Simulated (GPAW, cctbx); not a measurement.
# What do these deviations say about the bonding?

SrBeSbI, P4/nmm (no. 129, origin choice 1), a = 4.9755 Å, b = 4.9755 Å, c = 9.4560 Å, α = 90.00°, β = 90.00°, γ = 90.00°.

| atom | mult. | x | y | z |
| --- | --- | --- | --- | --- |
| I1 | 2 | 0 | 0 | 0 |
| Sb1 | 2 | 1/2 | 0 | 0.6047 |
| Sr1 | 2 | 1/2 | 0 | 0.2298 |
| Be1 | 2 | 0 | 0 | 1/2 |

The cell comes from substitution in a known structure type and wasn't matched to any measured phase.

Absolute values of the static structure factors of the conventional cell from DFT (PBE, GPAW) against free spherical atoms, in electrons:

```csv
hkl,d (Å),free atoms,crystal
001,9.456,26.72,26.67
002,4.728,60.90,61.41
101,4.403,10.43,10.38
110,3.518,56.56,56.59
102,3.427,102.08,102.28
111,3.297,147.74,147.98
003,3.152,96.01,96.04
112,2.822,130.85,131.00
103,2.663,133.37,133.23
200,2.488,230.44,230.43
```

**Question.** Which way does charge move, and which reflections show it best?

Project each element's phase sum on the total phase. |F| rises if density moves to atoms that scatter in phase and falls if it moves to atoms that scatter against it; the rule is for low angles, since changes of shape take over beyond. Where all elements are in phase the terms compete, and the compactness of the donor's and the acceptor's density matters too.

| hkl | I in phase | Sb in phase | Sr in phase | Be in phase | change (e) | (%) |
| --- | --- | --- | --- | --- | --- | --- |
| 001 | +2.0 | -1.6 | +0.3 | -2.0 | -0.05 | -0.2 |
| 002 | +2.0 | +0.5 | -1.9 | +2.0 | +0.50 | +0.8 |
| 101 | 0.0 | -1.2 | +2.0 | 0.0 | -0.05 | -0.5 |
| 110 | -2.0 | +2.0 | +2.0 | -2.0 | +0.03 | +0.1 |
| 102 | 0.0 | +1.9 | +0.5 | 0.0 | +0.20 | +0.2 |
| 111 | +2.0 | +1.6 | -0.3 | -2.0 | +0.24 | +0.2 |
| 003 | +2.0 | +0.8 | -0.7 | -2.0 | +0.02 | 0.0 |
| 112 | +2.0 | -0.5 | +1.9 | +2.0 | +0.16 | +0.1 |

Low-angle reflections that set elements apart and change by more than 0.05 e: 001, 002, 102, 111 and 112 (101, 110 and 003 hardly move and tell little). The signs fit a gain of density on I and Sb and a loss on Sr, apart from 112. The best witness is 002, +0.8 %, where Sb enters with +0.5. The real-space density agrees: Voronoi charges I -0.08, Sb -0.13, Sr +0.20, Be +0.01 e. The shortest bond, Sb–Be, has Δρ = +0.04 e/Å³ at its midpoint.

[Outputs are excerpts: Python notices, other lines and further rows are left out; steps that failed or that the build refused (PBEsol, TPSS) are not shown.]

[Logs are printed without paths, hosts, clocks, repeated set-up lines and the standing remarks that a program may print on its own settings, such as how far it seeks lower states.]
